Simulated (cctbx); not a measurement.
## Interatomic vectors of NaCeIr2S6

Space group Fm-3m (no. 225), a = 9.7420 Å, b = 9.7420 Å, c = 9.7420 Å, α = 90.00°, β = 90.00°, γ = 90.00°, content Ir8 Ce4 S24 Na4.

The data are simulated with cctbx, not measured: Cu Kα, λ = 1.54184 Å, to d = 0.83 Å, 70 % of the full sphere, strongest reflection 20000 counts, noise from counting, a 2 % proportional error and a noise floor of 2 counts (s.d.); no absorption.

Patterson synthesis, origin scaled to 1000:

```text
Patterson group F m -3 m
      u       v       w   height  length (A)
  0.000   0.000   0.000   1000.0     0.00
  0.000   0.000   0.500    865.1     4.87
  0.250   0.250   0.250    586.4     4.22
  0.000   0.000   0.250    213.3     2.43
  0.000   0.250   0.250    101.2     3.44
  0.000   0.000   0.127     23.8     1.24
  0.000   0.000   0.373     19.5     3.63
  0.124   0.124   0.124     18.9     2.09
  0.041   0.041   0.115     17.0     1.25
  0.124   0.124   0.376     16.1     4.04
  0.032   0.032   0.384     15.8     3.77
  0.069   0.069   0.069     12.9     1.17
  0.121   0.250   0.250     12.5     3.64
  0.069   0.069   0.431      9.4     4.30
```

**Question.** Which atom pairs make the peaks, and where is the heaviest atom?

A peak at u stands for all pairs with xi − xj = u, with weight Σ ZiZj against Σ Z² = 67516 at the origin. Peak heights follow these weights only roughly, since form factors, motion and series ripples differ, all vectors within 0.55 Å of a peak are counted as merged into it though the farther ones add only part of their weight, and F(000) is left out, which lowers the whole map:

| u | v | w | shortest length (Å) | height | 1000 ΣZiZj/ΣZ² | pairs in the cell |
| --- | --- | --- | --- | --- | --- | --- |
| 0.000 | 0.000 | 0.500 | 4.87 | 865 | 869 | 8 × Ir–Ir, 24 × S–S, 8 × Ce–Na |
| 0.250 | 0.250 | 0.250 | 4.22 | 586 | 630 | 8 × Ir–Ce, 8 × Ir–Na |
| 0.000 | 0.000 | 0.250 | 2.44 | 213 | 292 | 16 × Ir–S |
| 0.000 | 0.250 | 0.250 | 3.44 | 101 | 191 | 8 × Ce–S, 16 × S–S, 8 × S–Na |

The table stops at ten peaks or at a height of 45, below which ripples compete. In the model behind the data Ir, the heaviest element, has 1 independent site: (1/4, 1/4, 3/4), up to an allowed shift of origin; the Ir–Ir vectors are differences of these positions and their symmetry mates. The whole model:

```
atom  mult.    x    y    z  Ueq (Å²)
 Ir1      8  1/4  1/4  3/4    0.0069
 Ce1      4    0    0    0    0.0117
  S1     24  3/4    0  3/4    0.0147
 Na1      4  1/2    0    0    0.0155
```

The model is made up (kin elements in a known structure type, no relaxation), so it says nothing on whether the phase exists.

[Logs are printed without paths, hosts, clocks, repeated set-up lines and the standing remarks that a program may print on its own settings, such as how far it seeks lower states.]
